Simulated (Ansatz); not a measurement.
# Ba on Ir(111): change of the work function

How does one ordered layer of Ba (fcc site) change the work function of Ir(111), and what dipole does each adsorbate carry?

Method: plane-wave DFT, PBE, Ansatz PAW, in Ansatz 0.2.0.

## 1. Set-up

The cell holds 4 atoms: 4 Ir. Cell: a = 2.715 Å, b = 2.715 Å, c = 24.651 Å, α = 90.0°, β = 90.0°, γ = 60.0°. Vacuum lies along c.

Structure file:

```cif
data_structure
_symmetry_space_group_name_H-M 'P 1'
_symmetry_Int_Tables_number 1
_cell_length_a 2.7153
_cell_length_b 2.7153
_cell_length_c 24.6511
_cell_angle_alpha 90.000
_cell_angle_beta 90.000
_cell_angle_gamma 60.000
_cell_volume 157.40
loop_
_atom_site_label
_atom_site_type_symbol
_atom_site_fract_x
_atom_site_fract_y
_atom_site_fract_z
_atom_site_occupancy
Ir1 Ir 0.00000 0.00000 0.36510 1
Ir2 Ir 0.33333 0.33333 0.45503 1
Ir3 Ir 0.66667 0.66667 0.54497 1
Ir4 Ir 0.00000 0.00000 0.63490 1
```

## 2. The clean slab

The bare slab comes first, as the zero from which every change is counted. The two lowest layers are held at bulk places and the upper ones relax. The dipole correction removes the false field that a one-sided slab makes across the periodic vacuum, so each face gets a flat vacuum level of its own.

input.yaml

```yaml
crystal:
  lattice:
    - [2.7152900398, 0.0, 0.0]
    - [1.3576450199, 2.3515101531, 0.0]
    - [0.0, 0.0, 24.6510751011]
  atoms:
    - { symbol: Ir, position: [0.0, 0.0, 0.3650956383] }
    - { symbol: Ir, position: [0.3333333333, 0.3333333333, 0.4550318794] }
    - { symbol: Ir, position: [0.6666666667, 0.6666666667, 0.5449681206] }
    - { symbol: Ir, position: [0.0, 0.0, 0.6349043617] }
kpoints:
  mp_grid: { grid: [12, 12, 1] }
hamiltonian:
  xc: pbe
scf:
  occupations: { method: fermi_dirac, width: 0.1 }
  convergence: { dr2_threshold: 1.0e-08 }
efield:
  axis: 3
  dipole_correction: true
  ramp_position: 0.97
  ramp_width: 0.06
relax:
  f_tol: 0.02
  max_steps: 60
  constraints: [{ sites: [0, 1] }]
output:
  write_potential: true
  write_density: true
  volumetric_format: npy
```

Run with:

```sh
> ansatz run input.yaml --threads 4 --pin off --max-ram 6144MiB --backend cpu --events-out ev --progress --plain --runs-dir out
```

Numbers of over 12 decimals in the logs are rounded to 6 here.

What it wrote:

```text
Engine: ansatz 0.2.0, aarch64-unknown-linux-gnu
Pseudopotentials: kind: paw
Pseudopotential: Ir, paw, valence charge 17, recommended cutoff 420 eV (normal), Ir.paw.azcp
Functional definition: PBE
  parameter kappa = 0.804
  parameter beta = 0.066725
  exchange = pbe_x(kappa = kappa, mu = beta*pi^2/3)
  correlation = pbe_c(beta = beta)
Crystal: 4 atoms, lattice volume = 157.398 Å³
Basis set: ecut = 420 eV, 3101 PW (Γ), exchange–correlation on 40×40×360 points (8 copies of the dense FFT grid, shifted against one another)
Bands: 41, of which v1, the nominal top of the filled ones, is band 34 counted from 1 (33 counted from 0)
Symmetry: 6 space group operations
k-points: 19 of 144 (time reversal used)
Non-local potential: Ir, projectors of the file, l = 0: 3, l = 1: 2, l = 2: 2, l = 3: 1
PAW form: soft (Blöchl's): semilocal exchange-correlation on the pseudo side does not see the compensation charge
PAW one-centre angular grid: Ir, 590 points (default); XC on 64 Gauss nodes
Initial density: superposition of atomic densities (neutral atoms: chi_scale 0, normalization atom), corrected by the library's trained network
Initial wavefunctions: pseudopotential atomic-orbital guess
Functional: x = pbe(κ = 0.804, μ = 0.219515), c = pbe(β = 0.066725)
SCF iter   1: F=—  HF=-47739.534662 eV  |F-HF|=—  |Δ(HF+E_count)|=         —  Δρ=6.19e-3  dr2=3.30e-1  ethr=1.77e-3  p=0.000 e·Å  D=9.34e-15 V/Å  ΔV_dip=-0.00 eV  dr2_dipole=3.62e-7  V_vac-E_F(+/−)=5.19/5.19 eV  ⟨swp⟩=7.8  Hψ=3557  notcnv=0  defer=2
efield: sawtooth ramp at fractional position 0.9700 (set: `efield.ramp_position`, or a place that a band, a saddle search or an elastic batch's reference lends), width 0.0600; the density the first Hamiltonian is built on has a dipole p = 0.000 e·Å; the dipole correction subtracts the counter field D = 9.34e-15 V/Å, which shifts the + side's vacuum level by -0.00 eV against the − side's; the planar-averaged density in the ramp window peaks in size at 1.1e-5 e/Å³
preconditioner: auto → LDOS  [metal: Δε(μ)=0.097 eV  Ē_g=6.266 eV  σ=0.100 eV  W_gap=0.23  n_scr=18 (ndim 8)  ℏωp=17.8 eV  f_vac=0.579  D(μ)=3.93/eV (n_scr^D=16)  β→1.0]
SCF iter   2: F=—  HF=-47739.532903 eV  |F-HF|=—  |Δ(HF+E_count)|=   1.76e-3  Δρ=2.42e-3  dr2=2.91e-2  ethr=4.85e-4  p=-0.000 e·Å  D=-4.09e-5 V/Å  ΔV_dip=0.00 eV  dr2_dipole=6.08e-7  V_vac-E_F(+/−)=5.47/5.47 eV  ⟨swp⟩=1.8  Hψ=981  notcnv=0  defer=3
SCF iter   3: F=—  HF=-47739.530415 eV  |F-HF|=—  |Δ(HF+E_count)|=   2.49e-3  Δρ=5.42e-4  dr2=4.60e-4  ethr=4.28e-5  p=-0.000 e·Å  D=-3.23e-6 V/Å  ΔV_dip=0.00 eV  dr2_dipole=1.63e-8  V_vac-E_F(+/−)=5.48/5.48 eV  ⟨swp⟩=1.8  Hψ=1050  notcnv=0  defer=3
SCF iter   4: F=—  HF=-47739.530408 eV  |F-HF|=—  |Δ(HF+E_count)|=   6.62e-6  Δρ=1.07e-4  dr2=1.71e-5  ethr=6.77e-7  p=-0.000 e·Å  D=-2.54e-6 V/Å  ΔV_dip=0.00 eV  dr2_dipole=5.97e-10  V_vac-E_F(+/−)=5.49/5.48 eV  ⟨swp⟩=2.5  Hψ=1492  notcnv=0  defer=3
SCF iter   5: F=—  HF=-47739.530409 eV  |F-HF|=—  |Δ(HF+E_count)|=   4.11e-8  Δρ=3.97e-5  dr2=2.38e-6  ethr=2.51e-8  p=-0.000 e·Å  D=-6.64e-7 V/Å  ΔV_dip=0.00 eV  dr2_dipole=1.81e-10  V_vac-E_F(+/−)=5.49/5.49 eV  ⟨swp⟩=3.4  Hψ=1824  notcnv=0  defer=3
SCF iter   6: F=—  HF=-47739.530404 eV  |F-HF|=—  |Δ(HF+E_count)|=   4.32e-6  Δρ=1.67e-5  dr2=6.18e-7  ethr=3.51e-9  p=-0.000 e·Å  D=-9.94e-7 V/Å  ΔV_dip=0.00 eV  dr2_dipole=8.41e-11  V_vac-E_F(+/−)=5.49/5.49 eV  ⟨swp⟩=2.4  Hψ=1311  notcnv=0  defer=3
SCF iter   7: F=—  HF=-47739.530405 eV  |F-HF|=—  |Δ(HF+E_count)|=   3.13e-7  Δρ=3.98e-6  dr2=5.26e-8  ethr=9.08e-10  p=-0.000 e·Å  D=-2.22e-7 V/Å  ΔV_dip=0.00 eV  dr2_dipole=2.79e-12  V_vac-E_F(+/−)=5.49/5.49 eV  ⟨swp⟩=2.8  Hψ=1526  notcnv=0  defer=3
SCF iter   8: F=-47739.530405 eV  HF=-47739.530405 eV  |F-HF|=7.63e-9  |Δ(HF+E_count)|=   1.76e-8  Δρ=1.09e-6  dr2=3.19e-9  ethr=1.47e-11  p=-0.000 e·Å  D=-3.88e-8 V/Å  ΔV_dip=0.00 eV  dr2_dipole=1.15e-14  V_vac-E_F(+/−)=5.49/5.49 eV  ⟨swp⟩=11.1  Hψ=6015  notcnv=0
SCF 1 converged in 8 iterations: F = -47739.530405 eV  dr2 = 3.19e-9
  greatest PAW one-centre occupation: 1.000 electrons in one spin orbital (limit 2), on the Ir atom at site 1 (counted from 0), in its partial waves of l = 0
relax step   1: F+E_penalty+E_count = -47739.53040454 eV  Δ(F+E_penalty+E_count) = +0.000e0 eV  max|allowed force component| = 1.352e-1 eV/Å  Δτ_max = 0.0000 Å  (8 SCF iters, accepted)
Initial density: handed on by an earlier stage of this run
Initial wavefunctions: those handed on with the density
iter 1 solved again at ethr=1.27e-4 eV; its pass at ethr=3.10e-3 eV (dr2=8.61e-2 eV) is discarded
SCF iter   1: F=—  HF=-47739.531032 eV  |F-HF|=—  |Δ(HF+E_count)|=         —  Δρ=2.46e-3  dr2=7.87e-2  ethr=1.27e-4  p=-0.000 e·Å  D=-3.38e-7 V/Å  ΔV_dip=0.00 eV  dr2_dipole=3.17e-2  V_vac-E_F(+/−)=5.48/5.48 eV  ⟨swp⟩=1.9  Hψ=2300  notcnv=0  defer=5
efield: sawtooth ramp at fractional position 0.9700 (set: `efield.ramp_position`, or a place that a band, a saddle search or an elastic batch's reference lends), width 0.0600; the density the first Hamiltonian is built on has a dipole p = -0.000 e·Å; the dipole correction subtracts the counter field D = -3.38e-7 V/Å, which shifts the + side's vacuum level by +0.00 eV against the − side's; the planar-averaged density in the ramp window peaks in size at 2.8e-6 e/Å³
preconditioner: auto → LDOS  [metal: Δε(μ)=0.080 eV  Ē_g=6.312 eV  σ=0.100 eV  W_gap=0.19  n_scr=18 (ndim 8)  ℏωp=17.8 eV  f_vac=0.582  D(μ)=3.84/eV (n_scr^D=16)  β→1.0]
SCF iter   2: F=—  HF=-47739.530295 eV  |F-HF|=—  |Δ(HF+E_count)|=   7.36e-4  Δρ=1.06e-3  dr2=4.86e-3  ethr=1.16e-4  p=0.002 e·Å  D=2.34e-3 V/Å  ΔV_dip=-0.06 eV  dr2_dipole=1.15e-3  V_vac-E_F(+/−)=5.44/5.50 eV  ⟨swp⟩=2.0  Hψ=965  notcnv=0  defer=5
SCF iter   3: F=—  HF=-47739.529492 eV  |F-HF|=—  |Δ(HF+E_count)|=   8.04e-4  Δρ=4.91e-4  dr2=1.58e-3  ethr=7.15e-6  p=0.000 e·Å  D=5.10e-4 V/Å  ΔV_dip=-0.01 eV  dr2_dipole=1.15e-5  V_vac-E_F(+/−)=5.48/5.49 eV  ⟨swp⟩=3.0  Hψ=1497  notcnv=0  defer=5
SCF iter   4: F=—  HF=-47739.529184 eV  |F-HF|=—  |Δ(HF+E_count)|=   3.08e-4  Δρ=7.79e-5  dr2=1.08e-5  ethr=2.32e-6  p=0.001 e·Å  D=9.35e-4 V/Å  ΔV_dip=-0.02 eV  dr2_dipole=1.05e-6  V_vac-E_F(+/−)=5.47/5.49 eV  ⟨swp⟩=2.2  Hψ=1153  notcnv=0  defer=5
SCF iter   5: F=—  HF=-47739.529177 eV  |F-HF|=—  |Δ(HF+E_count)|=   7.14e-6  Δρ=3.71e-5  dr2=3.99e-6  ethr=1.59e-8  p=0.001 e·Å  D=8.37e-4 V/Å  ΔV_dip=-0.02 eV  dr2_dipole=1.40e-8  V_vac-E_F(+/−)=5.47/5.50 eV  ⟨swp⟩=2.9  Hψ=1583  notcnv=0  defer=5
SCF iter   6: F=—  HF=-47739.529168 eV  |F-HF|=—  |Δ(HF+E_count)|=   8.34e-6  Δρ=9.86e-6  dr2=2.12e-7  ethr=5.87e-9  p=0.001 e·Å  D=7.52e-4 V/Å  ΔV_dip=-0.02 eV  dr2_dipole=6.16e-9  V_vac-E_F(+/−)=5.48/5.49 eV  ⟨swp⟩=2.2  Hψ=1200  notcnv=0  defer=5
SCF iter   7: F=—  HF=-47739.529168 eV  |F-HF|=—  |Δ(HF+E_count)|=   2.30e-7  Δρ=4.00e-6  dr2=3.19e-8  ethr=3.11e-10  p=0.001 e·Å  D=7.21e-4 V/Å  ΔV_dip=-0.02 eV  dr2_dipole=6.66e-9  V_vac-E_F(+/−)=5.48/5.49 eV  ⟨swp⟩=3.1  Hψ=1431  notcnv=0  defer=5
SCF iter   8: F=-47739.529169 eV  HF=-47739.529169 eV  |F-HF|=8.45e-9  |Δ(HF+E_count)|=   8.39e-8  Δρ=1.08e-6  dr2=2.71e-9  ethr=1.47e-11  p=0.001 e·Å  D=7.05e-4 V/Å  ΔV_dip=-0.02 eV  dr2_dipole=3.01e-10  V_vac-E_F(+/−)=5.48/5.49 eV  ⟨swp⟩=11.2  Hψ=5954  notcnv=0
SCF 2 converged in 8 iterations: F = -47739.529169 eV  dr2 = 2.71e-9
  greatest PAW one-centre occupation: 1.000 electrons in one spin orbital (limit 2), on the Ir atom at site 2 (counted from 0), in its partial waves of l = 0
relax step   2: F+E_penalty+E_count = -47739.52916854 eV  Δ(F+E_penalty+E_count) = +1.236e-3 eV  max|allowed force component| = 2.063e-1 eV/Å  Δτ_max = 0.0402 Å  (8 SCF iters, rejected (line search))
SCF iter   1: F=—  HF=-47739.532187 eV  |F-HF|=—  |Δ(HF+E_count)|=         —  Δρ=1.53e-3  dr2=2.86e-2  ethr=4.36e-4  p=0.001 e·Å  D=7.05e-4 V/Å  ΔV_dip=-0.02 eV  dr2_dipole=1.13e-2  V_vac-E_F(+/−)=5.48/5.50 eV  ⟨swp⟩=2.7  Hψ=1390  notcnv=0  defer=5
efield: sawtooth ramp at fractional position 0.9700 (set: `efield.ramp_position`, or a place that a band, a saddle search or an elastic batch's reference lends), width 0.0600; the density the first Hamiltonian is built on has a dipole p = 0.001 e·Å; the dipole correction subtracts the counter field D = 7.05e-4 V/Å, which shifts the + side's vacuum level by -0.02 eV against the − side's; the planar-averaged density in the ramp window peaks in size at 2.3e-6 e/Å³
preconditioner: auto → LDOS  [metal: Δε(μ)=0.082 eV  Ē_g=6.284 eV  σ=0.100 eV  W_gap=0.20  n_scr=18 (ndim 8)  ℏωp=17.8 eV  f_vac=0.581  D(μ)=3.88/eV (n_scr^D=16)  β→1.0]
SCF iter   2: F=—  HF=-47739.531721 eV  |F-HF|=—  |Δ(HF+E_count)|=   4.67e-4  Δρ=6.52e-4  dr2=1.43e-3  ethr=4.20e-5  p=-0.000 e·Å  D=-4.32e-4 V/Å  ΔV_dip=0.01 eV  dr2_dipole=2.25e-4  V_vac-E_F(+/−)=5.50/5.49 eV  ⟨swp⟩=2.1  Hψ=1154  notcnv=0  defer=5
SCF iter   3: F=—  HF=-47739.531476 eV  |F-HF|=—  |Δ(HF+E_count)|=   2.44e-4  Δρ=3.15e-4  dr2=6.21e-4  ethr=2.10e-6  p=0.000 e·Å  D=4.60e-4 V/Å  ΔV_dip=-0.01 eV  dr2_dipole=3.40e-6  V_vac-E_F(+/−)=5.48/5.49 eV  ⟨swp⟩=2.9  Hψ=1511  notcnv=0  defer=5
SCF iter   4: F=—  HF=-47739.531352 eV  |F-HF|=—  |Δ(HF+E_count)|=   1.24e-4  Δρ=4.39e-5  dr2=3.31e-6  ethr=9.13e-7  p=0.000 e·Å  D=1.92e-4 V/Å  ΔV_dip=-0.00 eV  dr2_dipole=7.79e-8  V_vac-E_F(+/−)=5.49/5.49 eV  ⟨swp⟩=2.1  Hψ=1153  notcnv=0  defer=5
SCF iter   5: F=—  HF=-47739.531341 eV  |F-HF|=—  |Δ(HF+E_count)|=   1.07e-5  Δρ=2.02e-5  dr2=1.03e-6  ethr=4.87e-9  p=0.000 e·Å  D=2.40e-4 V/Å  ΔV_dip=-0.01 eV  dr2_dipole=6.27e-9  V_vac-E_F(+/−)=5.49/5.49 eV  ⟨swp⟩=3.1  Hψ=1636  notcnv=0  defer=5
SCF iter   6: F=—  HF=-47739.531341 eV  |F-HF|=—  |Δ(HF+E_count)|=   3.79e-7  Δρ=8.03e-6  dr2=1.31e-7  ethr=1.52e-9  p=0.000 e·Å  D=2.78e-4 V/Å  ΔV_dip=-0.01 eV  dr2_dipole=2.79e-9  V_vac-E_F(+/−)=5.49/5.49 eV  ⟨swp⟩=2.2  Hψ=1171  notcnv=0  defer=5
SCF iter   7: F=—  HF=-47739.531342 eV  |F-HF|=—  |Δ(HF+E_count)|=   1.54e-7  Δρ=2.33e-6  dr2=1.11e-8  ethr=1.93e-10  p=0.000 e·Å  D=2.91e-4 V/Å  ΔV_dip=-0.01 eV  dr2_dipole=3.45e-9  V_vac-E_F(+/−)=5.49/5.49 eV  ⟨swp⟩=2.3  Hψ=1199  notcnv=0  defer=5
SCF iter   8: F=-47739.531342 eV  HF=-47739.531342 eV  |F-HF|=4.76e-9  |Δ(HF+E_count)|=   3.00e-8  Δρ=5.88e-7  dr2=7.07e-10  ethr=1.47e-11  p=0.000 e·Å  D=2.99e-4 V/Å  ΔV_dip=-0.01 eV  dr2_dipole=3.66e-11  V_vac-E_F(+/−)=5.49/5.49 eV  ⟨swp⟩=10.5  Hψ=5643  notcnv=0
SCF 3 converged in 8 iterations: F = -47739.531342 eV  dr2 = 7.07e-10
relax step   3: F+E_penalty+E_count = -47739.53134163 eV  Δ(F+E_penalty+E_count) = -9.371e-4 eV  max|allowed force component| = 2.789e-3 eV/Å  Δτ_max = 0.0158 Å  (8 SCF iters, accepted)
NSCF: frozen V_eff on 19 k-points
the band table was solved once a step of the walk had ended and its energy, with any forces and stress, was formed, with the checks that follow a solve (3881 applications of the Hamiltonian). They found nothing against the state; the energy, forces and stress were not computed again (output.eigenvalues in the input reference)
WARN: The output density's exchange-correlation potential varies sharply where the density is thin. Do not read a vacuum level from v_tot or v_xc, or from such a field of the output density. On a cell that repeats whose density bears no net charge and no dipole along the vacuum's axis use v_es (v_loc + v_h of the components); under efield.dipole_correction with no amplitude use v_es + v_field, which holds any externa [...]
SCF converged after 8 iterations
Free energy (F): -47739.531342 eV
Harris-Foulkes:  -47739.531342 eV  (|F-HF|=4.76e-9)
Internal energy: -47739.398849 eV  (E = F + TS)
E sigma→0 (E₀):  -47739.465095 eV
Entropy (-TS):   -0.132493 eV (-33.123 meV/atom)
Fermi energy:    5.735751 eV
Dipole field:    D = 0.000308 V/Å  (p = 0.000268 e·Å, saw-weighted, corrected)
Work function:   Φ+ = 5.4864 eV   Φ− = 5.4940 eV
Levels:          The Fermi level and band energies are counted from a zero that moves with the ramp; work functions are not
--- Per-component energies (eV) ---
  E_band       = -1671.576538
  E_kinetic    = 2486.113090
  E_local      = -117421.112916  (includes V_loc(G=0)·N_el)
  E_nonlocal   = 291.629511
  E_hartree    = 57547.560114
  E_xc         = -1068.589999
  E_vxc        = -1195.849487  (∫ρ·V_xc dr)
  E_paw        = -36893.549534  (= ΣΔE_a)
  E_vpaw       = -927.471881  (= ΣTr[D̂ρ^β])
  E_aug_tail   = 0.000219  (compensation charges beyond the density's cutoff)
  E_efield     = 0.000000  (sawtooth field / dipole correction)
  E_vefield    = 0.000096  (∫n·V_field dr)
  E_ewald      = 47318.550667
  E_smearing   = -0.132493  (= −TS)
  E_closure    = -0.000000  (closes the sum)
  Σ components = -47739.531342   (vs F -47739.531342, Δ=0.00e0)
--- Forces (eV/Å), atoms counted from 1 ---
  atom   1  Ir     0.00000000    -0.00000000     0.12831674
  atom   2  Ir    -0.00000000    -0.00000000    -0.13090793
  atom   3  Ir     0.00000000     0.00000000    -0.00020093
  atom   4  Ir    -0.00000000     0.00000000     0.00278891
  max |Σ_I F_I| component: 3.21e-6 eV/Å
--- Band table (eV; the first three rows and the last of 19) ---
  k-point 0: bands = [... 30 lower, 2.8245, 4.5654, 4.5654, 4.9154, 4.9154, 5.0203, 5.8533, 5.8533, ... 3 higher]
  k-point 1: bands = [... 30 lower, 3.0292, 4.3234, 4.3914, 4.3950, 4.8764, 4.9658, 5.3069, 5.8533, ... 3 higher]
  k-point 2: bands = [... 30 lower, 3.6025, 3.6292, 3.8672, 4.2957, 4.5009, 4.9807, 5.8191, 5.8473, ... 3 higher]
  k-point 18: bands = [... 30 lower, 4.4076, 4.4245, 5.5716, 6.0441, 6.1830, 6.1849, 11.3203, 11.4245, ... 3 higher]
--- Relaxed structure (3 steps of the walk, 2 accepted, 0 SCFs on fresh bases) ---
  F+E_penalty+E_count = -47739.53134163 eV   max|allowed force component| = 2.789e-3 eV/Å
  atoms:
    - { symbol: Ir, position: [0.0, 0.0, 0.365096] }
    - { symbol: Ir, position: [0.333333, 0.333333, 0.4550318794] }
    - { symbol: Ir, position: [0.666667, 0.666667, 0.544863] }
    - { symbol: Ir, position: [-7.456012734791833e-19, 0, 0.634264] }
```

Wall time 9.7 s (4 threads of Arm Neoverse V1, shared host); peak memory 0.54 GiB; 37 s of CPU time.

Relaxation path:

| step | energy less that of the first step (eV) | largest force component (eV/Å) |
| --- | --- | --- |
| 1 | 0.0000 | 0.1352 |
| 2 | 0.0012 | 0.2063 |
| 3 | -0.0009 | 0.0028 |

Relaxation step 2 was tried and not accepted.

Forces are held to the 6 operations that the run works with; a distortion that breaks them can't arise in this run.

The atoms that moved most (Å):

| atom | dx | dy | dz | length |
| --- | --- | --- | --- | --- |
| Ir4 | 0.000 | 0.000 | -0.016 | 0.016 |

The relaxed structure:

```cif
data_structure
_symmetry_space_group_name_H-M 'P 1'
_symmetry_Int_Tables_number 1
_cell_length_a 2.7153
_cell_length_b 2.7153
_cell_length_c 24.6511
_cell_angle_alpha 90.000
_cell_angle_beta 90.000
_cell_angle_gamma 60.000
_cell_volume 157.40
loop_
_atom_site_label
_atom_site_type_symbol
_atom_site_fract_x
_atom_site_fract_y
_atom_site_fract_z
_atom_site_occupancy
Ir1 Ir 0.00000 0.00000 0.36510 1
Ir2 Ir 0.33333 0.33333 0.45503 1
Ir3 Ir 0.66667 0.66667 0.54486 1
Ir4 Ir 0.00000 0.00000 0.63426 1
```

Numbers from this step:

| Quantity | Value |
| --- | --- |
| energy at zero smearing | -47739.4651 eV |
| work function, upper face | 5.486 eV |
| dipole along the normal | 2.68e-4 e·Å |

Running mean over 2.217 Å of the planar mean; the ramp of the sawtooth is left out. Electron's electrostatic potential energy less the Fermi level against z:

| z (Å) | electron's electrostatic potential energy less the Fermi level (eV) |
| --- | --- |
| 3.5 | 5.49 |
| 4.0 | 5.49 |
| 4.5 | 5.49 |
| 5.0 | 5.49 |
| 5.5 | 5.47 |
| 6.0 | 5.42 |
| 6.5 | 5.19 |
| 7.0 | 4.28 |
| 7.5 | 0.793 |
| 8.0 | -5.49 |
| 8.5 | -10.8 |
| 9.0 | -12.7 |
| 9.5 | -13.1 |
| 10.0 | -13.3 |
| 10.5 | -13.4 |
| 11.0 | -13.5 |
| 11.5 | -13.6 |
| 12.0 | -13.6 |
| 12.5 | -13.6 |
| 13.0 | -13.6 |
| 13.5 | -13.6 |
| 14.0 | -13.6 |
| 14.5 | -13.5 |
| 15.0 | -13.3 |
| 15.5 | -12.9 |
| 16.0 | -11.7 |
| 16.5 | -7.22 |
| 17.0 | -0.753 |
| 17.5 | 3.68 |
| 18.0 | 5.04 |
| 18.5 | 5.38 |
| 19.0 | 5.46 |
| 19.5 | 5.48 |
| 20.0 | 5.48 |
| 20.5 | 5.49 |
| 21.0 | 5.49 |
| 21.5 | 5.49 |

The relaxation took 3 steps and lowered the energy by 9.4e-4 eV; the largest force on the free atoms ends at 0.0028 eV/Å.

The work function of the upper face is 5.49 eV.

(Part 1 of 2 ends here.)

[Logs are printed without paths, hosts, clocks, repeated set-up lines and the standing remarks that a program may print on its own settings, such as how far it seeks lower states.]

[Hosts, paths, dates, database ids (printed as entryN), source tags and the programs' standing remarks are cut or masked in the printed files.]

[Maps of the electrostatic potential energy from Ansatz leave out the sawtooth potential of an applied field or a dipole correction, so their vacuum need not be flat; planar profiles and work functions include it.]
